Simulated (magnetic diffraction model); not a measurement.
# Which magnetic order? Yb₂CdNiRh₄

Space group Pm (no. 6), a = 4.0110 Å, b = 6.7880 Å, c = 5.4775 Å, β = 111.38°.

| site | atom | x | y | z |
| --- | --- | --- | --- | --- |
| 1a | Yb | 0.0499 | 0 | 0.1159 |
| 1b | Yb | 0.9368 | 1/2 | 0.8676 |
| 1a | Cd | 0.7854 | 0 | 0.5594 |
| 2c | Rh | 0.3147 | 0.1983 | 0.6682 |
| 2c | Rh | 0.6525 | 0.7044 | 0.3107 |
| 1b | Ni | 0.2205 | 1/2 | 0.4245 |

This is a made-up structure (elements placed in a structure type, unrelaxed), so the numbers test the method and describe no known phase.

Only Yb is taken to order (form factors of Yb3+); orders and moment sizes are assumed, and not adapted to the symmetry. Radiation: neutrons of λ = 2.567 Å (absorption by Cd left out), 5° to 50°; isotropic B of 0.25 Å² (Yb), 0.31 Å² (Cd), 0.26 Å² (Rh) and 0.28 Å² (Ni). The intensities are simulated: I ∝ L Σ (|F_N|² + |F_M⊥|²) for unpolarised neutrons, with F_M = 2.695 fm/μB × Σ f(s) S exp(2πi Q·r) exp(−B s²) at Q = H ± k (one set where k and −k are equivalent), only the part normal to Q counting and L = 1/(sin²θ cos θ). For collinear order S is the moment m, which repeats by lattice and centring translations R with the sign exp(−2πi k·R). Form factors are spin-only for 3d ions and dipole or tabulated for f ions, scattering lengths are Sears's of 1992, and absorption is left out. A label names one of the reflections at its angle. The strongest nuclear line in the range is 100, and lines under 0.2 are left out.

Above the ordering temperature:

```tsv
2θ (°)	index	I
21.80	(0 1 0)	22.0
29.15	(0 0 1)	23.0
36.69	(0 1 1)	29.9
40.20	(1 0 0)	69.7
40.25	(1 0 -1)	50.4
44.44	(0 2 0)	100.0
46.23	(1 1 -1)	3.6
```

Below it (cell unchanged):

```
2θ (°)      I
 18.11  108.0
 21.80   22.0
 29.15   23.0
 36.15   51.4
 36.69   29.9
 38.98   45.1
 40.20   69.7
 40.25   50.4
 44.44  100.0
 45.80    6.8
 46.23    3.6
 49.36   29.4
 49.45    9.3
```

**Question.** Find the propagation vector, then choose among these models:
A. collinear moments along [001], 2.6 μB on Yb; signs + at (0.0499, 0, 0.1159), − at (0.9368, 1/2, 0.8676)
B. collinear moments along [100], 2.6 μB on Yb; signs + at (0.0499, 0, 0.1159), + at (0.9368, 1/2, 0.8676)
C. collinear moments along [100], 2.6 μB on Yb; signs + at (0.0499, 0, 0.1159), − at (0.9368, 1/2, 0.8676)
D. collinear moments along [001], 2.6 μB on Yb; signs + at (0.0499, 0, 0.1159), + at (0.9368, 1/2, 0.8676)

The new lines index as (0 1/2 1/2) at 18.11°, (0 3/2 1/2) at 36.15°, (1 1/2 -1/2) at 38.98° and (0 1/2 3/2) at 45.80°, that is as H ± k with k = (0 1/2 1/2). Half indices mean that the moments reverse under translations with k·R a half-integer, and the magnetic cell has twice the primitive volume.

Magnetic intensity, observed (below minus above) and for each model:

| 2θ (°) | index | observed | A | B | C | D |
| --- | --- | --- | --- | --- | --- | --- |
| 18.11 | (0 1/2 1/2) | 108.0 | 108.0 | 242.3 | 242.3 | 108.0 |
| 36.15 | (0 3/2 1/2) | 51.4 | 51.4 | 60.0 | 60.0 | 51.4 |
| 38.98 | (1 1/2 -1/2) | 45.1 | 45.1 | 4.1 | 4.1 | 45.1 |
| 45.80 | (0 1/2 3/2) | 6.8 | 6.8 | 37.2 | 37.2 | 6.8 |
| 49.36 | (1 -1/2 1/2) | 29.4 | 29.4 | 13.2 | 13.2 | 29.4 |
| 49.45 | (1 1/2 -3/2) | 9.3 | 9.3 | 13.2 | 13.2 | 9.3 |

Models A and D match alike on every line, so these data can't choose among them (such ties are often domains of one structure).

The structure used: k = (0 1/2 1/2), collinear moments along [001], 2.6 μB on Yb; signs + at (0.0499, 0, 0.1159), + at (0.9368, 1/2, 0.8676).

[Logs are printed without paths, hosts, clocks, repeated set-up lines and the standing remarks that a program may print on its own settings, such as how far it seeks lower states.]
